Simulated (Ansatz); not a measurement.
# Be (Im-3m, 1 atom in the cell): a soft mode frozen in, part 2 of 2

Aim: this structure of Be (Im-3m, 1 atom in the cell) is to be tested for unstable modes, and one is followed downhill.

Ansatz 0.2.0; DFT PBEsol, scalar-relativistic, plane waves, PAW; PAW set soft_1.

So far, highest frequency on the path or at a solved wavevector (cm⁻¹): step 2 (response at finite wavevector) 687. Also lowest frequency on the path (cm⁻¹): step 2 -53.8.

This is not the structure that Be takes at ambient pressure and room temperature (hexagonal, No. 194); it is a model or a phase of other conditions.

## (6) Relaxation from the frozen mode

Starting from the lowest point found, all atoms and the cell are let go, so that strain and other modes of the same symmetry can join in.

The input, input.yaml:

```yaml
crystal:
  lattice:
    - [-1.2461673065, 1.2461673065, 1.2461673065]
    - [1.2461673065, -1.2461673065, 1.2461673065]
    - [2.4923346131, 2.4923346131, 0.0]
  atoms:
    - { symbol: Be, position: [-0.0397197667, 0.0397197667, 0.0] }
    - { symbol: Be, position: [0.5397197667, 0.4602802333, 0.5] }
kpoints:
  mp_grid: { grid: [20, 20, 12] }
hamiltonian:
  xc: pbesol
  pseudopotentials: { kind: paw, azcp: { folder: soft_1 }, xc_functional: pbe }
scf:
  occupations: { method: methfessel_paxton, width: 0.2 }
output:
  forces: true
  stress: true
  eigenvalues: true
relax:
  adjacent_minimum: "off"
  f_tol: 0.002
  max_steps: 120
  cell: { stress_tol: 0.03 }
```

Run with:

```
$ ansatz run input.yaml --threads 4 --pin off --max-ram 10240MiB --backend cpu --events-out ev --progress --plain --runs-dir out
```

Numbers of over 12 decimals in the logs are rounded to 6 here.

Output:

```text
[...]
Crystal: 2 atoms, lattice volume = 15.482 Å³
Basis set: ecut = 420 eV, 291 PW (Γ), exchange–correlation on 30×30×48 points (8 copies of the dense FFT grid, shifted against one another)
Bands: 6, of which v1, the nominal top of the filled ones, is band 2 counted from 1 (1 counted from 0)
Symmetry: 8 space group operations
[...]
k-points: 777 of 4800
[...]
SCF iter   1: F=—  HF=-180.527041 eV  |F-HF|=—  |Δ(HF+E_count)|=         —  Δρ=1.04e-2  dr2=1.16e-2  ethr=3.10e-3  ⟨swp⟩=4.5  Hψ=37948  notcnv=0
[...]
SCF iter   5: F=-180.511704 eV  HF=-180.511704 eV  |F-HF|=1.85e-11  |Δ(HF+E_count)|=  8.50e-10  S|Δr|=    0.00e0  Δρ=5.15e-6  dr2=2.24e-9  ethr=1.36e-9  ⟨swp⟩=2.0  Hψ=13210  notcnv=0
SCF 1 converged in 5 iterations: F = -180.511704 eV  dr2 = 2.24e-9
[...]
relax step   1: F+E_penalty+E_count = -180.51170419 eV  Δ(F+E_penalty+E_count) = +0.000e0 eV  max|allowed force component| = 2.333e-2 eV/Å  Δτ_max = 0.0000 Å  P = +1.238 GPa  Ω = 15.482 Å³  (5 SCF iters, dr2 threshold 1.00e-7 eV, accepted)
Crystal: 2 atoms, lattice volume = 15.523 Å³
Basis set: ecut = 420 eV, 297 PW (Γ), exchange–correlation on 30×30×48 points (8 copies of the dense FFT grid, shifted against one another)
[...]
SCF iter   5: F=-180.568423 eV  HF=-180.568423 eV  |F-HF|=3.44e-12  |Δ(HF+E_count)|=  1.51e-10  S|Δr|=    0.00e0  Δρ=3.10e-7  dr2=4.97e-12  ethr=4.18e-11  ⟨swp⟩=1.0  Hψ=11677  notcnv=0
the search or the solves at the SCF's close seem to have found levels that the self-consistency loop had missed (the run counts 1). By its estimate they hold under 1e-12 electrons; where the run keeps them, the occupations were computed again with them
SCF 2 converged in 5 iterations: F = -180.568423 eV  dr2 = 4.97e-12
[...]
relax step   2: F+E_penalty+E_count = -180.56842343 eV  Δ(F+E_penalty+E_count) = -5.672e-2 eV  max|allowed force component| = 2.023e-1 eV/Å  Δτ_max = 0.0147 Å  P = +1.113 GPa  Ω = 15.523 Å³  energy of the carried Pulay correction = -4.199e-6 eV  (5 SCF iters, dr2 threshold 2.00e-7 eV, accepted)
Crystal: 2 atoms, lattice volume = 15.578 Å³
Basis set: ecut = 420 eV, 307 PW (Γ), exchange–correlation on 30×30×48 points (8 copies of the dense FFT grid, shifted against one another)
[...]
SCF iter   5: F=-180.683545 eV  HF=-180.683545 eV  |F-HF|=3.07e-12  |Δ(HF+E_count)|=  9.14e-10  S|Δr|=    0.00e0  Δρ=7.21e-7  dr2=5.24e-11  ethr=1.22e-10  ⟨swp⟩=1.3  Hψ=11995  notcnv=0
SCF 3 converged in 5 iterations: F = -180.683545 eV  dr2 = 5.24e-11
[...]
relax step   3: F+E_penalty+E_count = -180.68354473 eV  Δ(F+E_penalty+E_count) = -1.151e-1 eV  max|allowed force component| = 1.013e-1 eV/Å  Δτ_max = 0.1037 Å  P = +0.665 GPa  Ω = 15.578 Å³  energy of the carried Pulay correction = -9.817e-6 eV  (5 SCF iters, dr2 threshold 2.00e-7 eV, accepted)
[... from here on, the SCF cycles and remarks between the steps are left out ...]
relax step   4: F+E_penalty+E_count = -180.68022245 eV  Δ(F+E_penalty+E_count) = +3.322e-3 eV  max|allowed force component| = 1.934e-1 eV/Å  Δτ_max = 0.0739 Å  P = +1.391 GPa  Ω = 15.515 Å³  energy of the carried Pulay correction = -3.447e-6 eV  (4 SCF iters, dr2 threshold 2.00e-7 eV, rejected (line search))
relax step   5: F+E_penalty+E_count = -180.69690510 eV  Δ(F+E_penalty+E_count) = -1.336e-2 eV  max|allowed force component| = 9.130e-2 eV/Å  Δτ_max = 0.0169 Å  P = -0.097 GPa  Ω = 15.680 Å³  energy of the carried Pulay correction = -2.022e-5 eV  (5 SCF iters, accepted)
relax step   6: F+E_penalty+E_count = -180.69984230 eV  Δ(F+E_penalty+E_count) = -2.937e-3 eV  max|allowed force component| = 1.425e-3 eV/Å  Δτ_max = 0.0192 Å  P = +0.072 GPa  Ω = 15.669 Å³  energy of the carried Pulay correction = -1.914e-5 eV  (3 SCF iters, dr2 threshold 2.00e-7 eV, accepted)
relax step   7: F+E_penalty+E_count = -180.70000308 eV  Δ(F+E_penalty+E_count) = -1.608e-4 eV  max|allowed force component| = 1.566e-4 eV/Å  Δτ_max = 0.0009 Å  P = +0.005 GPa  Ω = 15.673 Å³  energy of the carried Pulay correction = -1.950e-5 eV  (3 SCF iters, dr2 threshold 2.00e-7 eV, accepted)
relax step   8: F+E_penalty+E_count = -180.70000358 eV  Δ(F+E_penalty+E_count) = -5.003e-7 eV  max|allowed force component| = 1.145e-5 eV/Å  Δτ_max = 0.0001 Å  P = +0.004 GPa  Ω = 15.673 Å³  energy of the carried Pulay correction = -1.954e-5 eV  (2 SCF iters, dr2 threshold 6.37e-9 eV, accepted)
relax step   9: F+E_penalty+E_count = -180.70039785 eV  Δ(F+E_penalty+E_count) = -3.943e-4 eV  max|allowed force component| = 7.875e-5 eV/Å  Δτ_max = 0.0000 Å  P = +0.040 GPa  Ω = 15.673 Å³  stress off target by 9.43e-2 GPa  SCF on the basis re-selected at this cell (its energy is not comparable with the rows above)  (5 SCF iters)
relax step  10: F+E_penalty+E_count = -180.70039867 eV  Δ(F+E_penalty+E_count) = -8.198e-7 eV  max|allowed force component| = 1.427e-6 eV/Å  Δτ_max = 0.0001 Å  P = +0.012 GPa  Ω = 15.677 Å³  energy of the carried Pulay correction = -4.690e-7 eV  (2 SCF iters, dr2 threshold 2.22e-8 eV, accepted)
[...]
SCF iter   5: F=-180.700399 eV  HF=-180.700399 eV  |F-HF|=1.14e-13  |Δ(HF+E_count)|=  1.48e-12  S|Δr|=    0.00e0  Δρ=2.65e-8  dr2=5.29e-14  ethr=1.00e-12  ⟨swp⟩=4.0  Hψ=11647  notcnv=0
SCF 11 converged in 5 iterations: F = -180.700399 eV  dr2 = 5.29e-14
relax step  11: F+E_penalty+E_count = -180.70039924 eV  Δ(F+E_penalty+E_count) = -5.772e-7 eV  max|allowed force component| = 5.249e-6 eV/Å  Δτ_max = 0.0000 Å  P = +0.012 GPa  Ω = 15.677 Å³  stress off target by 1.38e-2 GPa  SCF on the basis re-selected at this cell (its energy is not comparable with the rows above)  (5 SCF iters)
[...]
SCF converged after 5 iterations
[...]
Free energy (F): -180.700399 eV
[...]
Internal energy: -180.700862 eV  (E = F + TS)
E sigma→0 (E₀):  -180.700515 eV
Entropy (-TS):   0.000463 eV (0.232 meV/atom)
Fermi energy:    8.068877 eV
[...]
--- Stress (GPa, compression-positive) ---
        0.011575      -0.000183      -0.000000
       -0.000183       0.011575       0.000000
       -0.000000       0.000000       0.013819
  P = ⅓ Tr σ = 0.0123 GPa (0.123 kbar)
--- Band table (eV; the first three rows and the last of 777) ---
[...]
--- Relaxed structure (9 steps of the walk, 8 accepted, 2 SCFs on fresh bases) ---
  F+E_penalty+E_count = -180.70039924 eV   max|allowed force component| = 5.249e-6 eV/Å   (the final SCF, on the basis selected at the relaxed cell)
  cell:  # Å, volume = 15.6771 Å³
    - [-1.383692, 1.383692, 1.129772]
    - [1.383692, -1.383692, 1.129772]
    - [2.507115, 2.507115, 0]
  atoms:
    - { symbol: Be, position: [-0.083334, 0.083334, 0.0] }
    - { symbol: Be, position: [0.583334, 0.416666, 0.5] }
```

It took 18 s on 4 threads of Arm Neoverse V1, shared host; peak memory 0.4 GiB.

The steps of the relaxation:

```csv
step,energy less that of the first step (eV),largest force component (eV/Å),pressure (GPa),volume (Å³)
1,0.0000,0.0233,1.24,15.48
2,-0.0567,0.2023,1.11,15.52
3,-0.1718,0.1013,0.67,15.58
4,-0.1685,0.1934,1.39,15.52
5,-0.1852,0.0913,-0.10,15.68
6,-0.1881,0.0014,0.07,15.67
7,-0.1883,0.0002,0.01,15.67
8,-0.1883,0.0000,0.00,15.67
9*,-0.1887,0.0001,0.04,15.67
10,-0.1887,0.0000,0.01,15.68
11*,-0.1887,0.0000,0.01,15.68
```

Relaxation steps marked * repeat the geometry before them on a plane-wave basis chosen anew for their cell, so energy and pressure can jump there. Relaxation step 4 was tried and not accepted.

Forces are held to the 8 operations that the run works with; a distortion that breaks them can't arise in this run.

```csv
cell as run,before,after,change
a (Å),2.158,2.260,+4.7 %
b (Å),2.158,2.260,+4.7 %
c (Å),3.525,3.546,+0.6 %
γ (°),109.47,120.00,+9.6 %
volume (Å³/atom),7.74,7.84,+1.3 %
```

The atoms that moved most (Å, as changes of fractional coordinates times the final cell):

```csv
atom,dx,dy,dz,length
Be1,0.121,-0.121,0.000,0.171
Be2,-0.121,0.121,0.000,0.171
```

The relaxed structure:

```cif
data_structure
_symmetry_space_group_name_H-M 'P 1'
_symmetry_Int_Tables_number 1
_cell_length_a 2.2596
_cell_length_b 2.2596
_cell_length_c 3.5456
_cell_angle_alpha 90.000
_cell_angle_beta 90.000
_cell_angle_gamma 120.000
_cell_volume 15.68
loop_
_atom_site_label
_atom_site_type_symbol
_atom_site_fract_x
_atom_site_fract_y
_atom_site_fract_z
_atom_site_occupancy
Be1 Be 0.91667 0.08333 0.00000 1
Be2 Be 0.58333 0.41667 0.50000 1
```

This step gave:

```yaml
pressure: 0.01232 GPa
volume_per_atom: 7.839 Å³
```

The distorted start has space group Cmcm; the relaxation ends in P6_3/mmc.

## (7) The new phase in its own primitive cell

The relaxed structure is symmetrised, reduced to its primitive cell and relaxed tightly, as its phonons need.

input.yaml, the sections that differ from step 6:

```yaml
crystal:
  lattice:
    - [2.2595552315, 0.0, 0.0]
    - [-1.1297776157, 1.9568322317, 0.0]
    - [0.0, 0.0, 3.5455966177]
  atoms:
    - { symbol: Be, position: [0.6666666667, 0.3333333333, 0.75] }
    - { symbol: Be, position: [0.3333333333, 0.6666666667, 0.25] }
kpoints:
  mp_grid: { grid: [21, 21, 12] }
relax:
  adjacent_minimum: "off"
  f_tol: 0.001
  max_steps: 60
  cell: { stress_tol: 0.01 }
# hamiltonian, scf, output: as in step 6
```

Output:

```text
[...]
Crystal: 2 atoms, lattice volume = 15.677 Å³
Basis set: ecut = 420 eV, 311 PW (Γ), exchange–correlation on 32×32×48 points (8 copies of the dense FFT grid, shifted against one another)
Bands: 6, of which v1, the nominal top of the filled ones, is band 2 counted from 1 (1 counted from 0)
Symmetry: 24 space group operations
[...]
k-points: 336 of 5292
[...]
--- Band table (eV; the first three rows and the last of 336) ---
[...]
--- Relaxed structure (4 steps of the walk, 4 accepted, 1 SCFs on fresh bases) ---
[...]
cell:  # Å, volume = 15.6651 Å³
    - [2.254806, -2.880680225582496e-11, 0.0]
    - [-1.127403, 1.952719, 0.0]
    - [0.0, 0.0, 3.557823]
  atoms:
    - { symbol: Be, position: [0.666667, 0.333333, 0.750000] }
    - { symbol: Be, position: [0.333333, 0.666667, 0.250000] }
[key lines of the parts left out:]
SCF converged after 4 iterations
Free energy (F): -180.697102 eV
Fermi energy:    8.229495 eV
P = ⅓ Tr σ = -0.0022 GPa (-0.022 kbar)
```

Run time: 3.5 s. Hardware: 4 threads; peak memory 0.33 GiB.

Step by step:

```csv
step,energy less that of the first step (eV),largest force component (eV/Å),pressure (GPa),volume (Å³)
1,0.0000,0.0000,-0.03,15.68
2,-0.0004,0.0000,-0.03,15.67
3,-0.0004,0.0000,-0.01,15.67
4,-0.0004,0.0000,0.00,15.67
5*,-0.0004,0.0000,0.00,15.67
```

Relaxation steps marked * repeat the geometry before them on a plane-wave basis chosen anew for their cell, so energy and pressure can jump there.

The run keeps the 24 symmetry operations that it works with, so distortions that break them were not tested.

```csv
"conventional cell, symmetrised",before,after,change
a (Å),2.260,2.255,-0.2 %
b (Å),2.260,2.255,-0.2 %
c (Å),3.546,3.558,+0.3 %
volume (Å³/atom),7.84,7.83,-0.1 %
```

The relaxed structure:

```cif
data_structure
_symmetry_space_group_name_H-M 'P 1'
_symmetry_Int_Tables_number 1
_cell_length_a 2.2548
_cell_length_b 2.2548
_cell_length_c 3.5578
_cell_angle_alpha 90.000
_cell_angle_beta 90.000
_cell_angle_gamma 120.000
_cell_volume 15.67
loop_
_atom_site_label
_atom_site_type_symbol
_atom_site_fract_x
_atom_site_fract_y
_atom_site_fract_z
_atom_site_occupancy
Be1 Be 0.66667 0.33333 0.75000 1
Be2 Be 0.33333 0.66667 0.25000 1
```

Numbers from this step:

```
pressure        : -0.002163 GPa
volume per atom : 7.833 Å³
```

The forces vanish by symmetry and the pressure is -0.002 GPa, within the tolerances set. The cell now holds 7.83 Å³/atom.

## (8) Modes of the new phase, k-mesh 21×21×12

A relaxed structure may still be a saddle point, so its zone-centre modes are computed. No field response is asked, since the mesh shows no gap.

input.yaml, the sections that differ from step 7:

```yaml
crystal:
  lattice:
    - [2.2548058105, 0.0, 0.0]
    - [-1.1274029052, 1.9527191125, 0.0]
    - [0.0, 0.0, 3.5578233798]
  atoms:
    - { symbol: Be, position: [0.6666666667, 0.3333333333, 0.75] }
    - { symbol: Be, position: [0.3333333333, 0.6666666667, 0.25] }
output:
  eigenvalues: true
phonons:
  method: dfpt
# kpoints, hamiltonian, scf: as in step 7
# relax: removed
```

Output:

```text
zone centre: on kpoints.mp_grid the ground state, and the responses unless they are solved on pairs of k-points, stand on 847 of the mesh's 5292 k-points, reduced under 4 symmetry operations, with k and −k counted as one. Each operation leaves every solved displacement unchanged or reverses it
[...]
Crystal: 2 atoms, lattice volume = 15.665 Å³
Basis set: ecut = 420 eV, 311 PW (Γ), exchange–correlation on 32×32×48 points (8 copies of the dense FFT grid, shifted against one another)
Bands: 6, of which v1, the nominal top of the filled ones, is band 2 counted from 1 (1 counted from 0)
Symmetry: 24 space group operations
k-points: 847 of 5292 (irreducible under 4 space group operations, time reversal used)
[...]
SCF iter   1: F=—  HF=-180.714878 eV  |F-HF|=—  |Δ(HF+E_count)|=         —  Δρ=1.43e-2  dr2=2.33e-2  ethr=3.10e-3  ⟨swp⟩=4.5  Hψ=41440  notcnv=0
[...]
SCF iter   6: F=-180.697102 eV  HF=-180.697102 eV  |F-HF|=1.34e-12  |Δ(HF+E_count)|=   1.56e-9  S|Δr|=    0.00e0  Δρ=1.96e-7  dr2=4.77e-12  ethr=1.00e-12  ⟨swp⟩=4.0  Hψ=17858  notcnv=0
SCF 1 converged in 6 iterations: F = -180.697102 eV  dr2 = 4.77e-12
[...]
DFPT response loops at Γ: preconditioner auto → Kerker (q_TF=auto, 2.173 Å⁻¹) (partly filled bands, converged f_vac=0.000); β = 1.00, the filter's whole step (`scf.mixing.beta` (0.50) is not read by the response loops under this deck's `scf.mixing.preconditioner`; to damp them name `kerker` or `kerker_dos`, under which they read `scf.mixing.beta`, and type it under 1.00, their step now; both keys bind the ground state too); Broyden in place of MSR1
SCF converged after 6 iterations
[...]
Free energy (F): -180.697102 eV
[...]
Internal energy: -180.696155 eV  (E = F + TS)
E sigma→0 (E₀):  -180.696865 eV
Entropy (-TS):   -0.000947 eV (-0.473 meV/atom)
Fermi energy:    8.229495 eV
[...]
--- Band table (eV; the first three rows and the last of 847) ---
[...]
--- Phonons (Γ-DFPT): 2 representative perturbations + reference, on 847 of 5292 k-points (Σ response iterations 6) ---
  k mesh reduced under 4 symmetry operations, with k and −k counted as one. Each operation leaves every solved displacement unchanged or reverses it
  ASR residual: 7.747e-5 → 0.000e0 eV/Å²; symmetrization residual: 1.396e-11 eV/Å²
  ASR residual per site (eV/Å²): 7.75e-5 7.75e-5
  Γ frequencies (cm⁻¹): 0.00 0.00 0.00 463.05 463.05 700.65
  non-analytic LO–TO correction: not included (Born effective charges unavailable; polar crystals: no LO–TO splitting at Γ)
```

It took 4.6 s on 4 threads; peak memory 0.51 GiB; 16 s of CPU time.

This step gave:

| Quantity | Value |
| --- | --- |
| sum-rule residual before enforcement | 7.75e-5 eV/Å² |
| point group | 6/mmm |
| highest optical mode at the zone centre (no LO-TO term) | 700.6 cm⁻¹ |
| lowest optical zone-centre mode | 463.1 cm⁻¹ |

Patterns of degenerate modes are one choice out of their space. Modes at Γ:

```csv
mode,frequency (cm⁻¹),symmetry
1,0.0,acoustic
2,0.0,acoustic
3,0.0,acoustic
4,463.1,E2g
5,463.1,E2g
6,700.6,B1g
```

Displacements in mode 4 (463.1 cm⁻¹), the largest set to 1:
```
Be1 -1.00  0.00  0.00
Be2  1.00  0.00  0.00
```

Displacements in mode 6 (700.6 cm⁻¹), the largest set to 1:
```
Be1  0.00  0.00  1.00
Be2  0.00  0.00 -1.00
```

Before it was imposed, the acoustic sum rule was missed by 7.7e-5 eV/Å². Small misses are needed for a sound result but don't prove that mesh and cutoff are converged. The lowest optical mode is real, 463 cm⁻¹.

## (9) The phases reached

The phases reached along the modes that were followed are set side by side.

Energies are those of the first relaxation, on the mesh of the frozen mode; space group, volume and gap are those of the last relaxation. Phases, by row:

```csv
mode frozen in,space group,energy from parent (meV/atom),volume (Å³/atom),gap on mesh (eV),lowest zone-centre optical mode (cm⁻¹),largest shift (Å)
parent,Im-3m,0,7.741,0,–,–
"q = (0, 0, -0.5), 54i cm⁻¹",P6_3/mmc,-97.8,7.83,0,463.1,0.326
```

## (10) Outcome

| Property | Result |
| --- | --- |
| unstable mode of the parent | q = (0, 0, -0.5), 54i cm⁻¹ |
| depth at the lowest point sampled | 3.39 meV/atom |
| largest atomic shift at that point | 0.14 Å |
| space group reached (within 0.01 Å) | P6_3/mmc |
| energy gained over the parent (first relaxation, on the mesh of the frozen mode) | 97.8 meV/atom |
| volume per atom, phase reached | 7.83 Å³ |
| lowest optical zone-centre mode, phase reached | 463 cm⁻¹ |
| highest optical mode at the zone centre (no LO-TO term), phase reached | 701 cm⁻¹ |

In words: Along this mode the structure falls into P6_3/mmc, 97.8 meV/atom below the parent. At the parent's cell the well is 3.393 meV/atom deep on the steps tried, with its lowest point at a shift of 0.14 Å. Relaxing atoms and cell changes the gain by +94.41 meV/atom against the lowest step (energies at zero smearing). Most of the total comes from this relaxation. The new phase has no imaginary mode at the zone centre of its cell; other wavevectors were not checked. Each path keeps the symmetry of its pattern, so a lower phase may lie along a pattern not tried. With no gap, or one that is small against the smearing, the frequencies hang on the k mesh and the smearing, most of all near Kohn anomalies. The PAW files were made for PBE and serve the other functionals too. A phonon run warned that its eigensolver left some bands unconverged in a pass.

[Logs are printed without paths, hosts, clocks, repeated set-up lines and the standing remarks that a program may print on its own settings, such as how far it seeks lower states.]

[Hosts, paths, dates, database ids (printed as entryN), source tags and the programs' standing remarks are cut or masked in the printed files.]
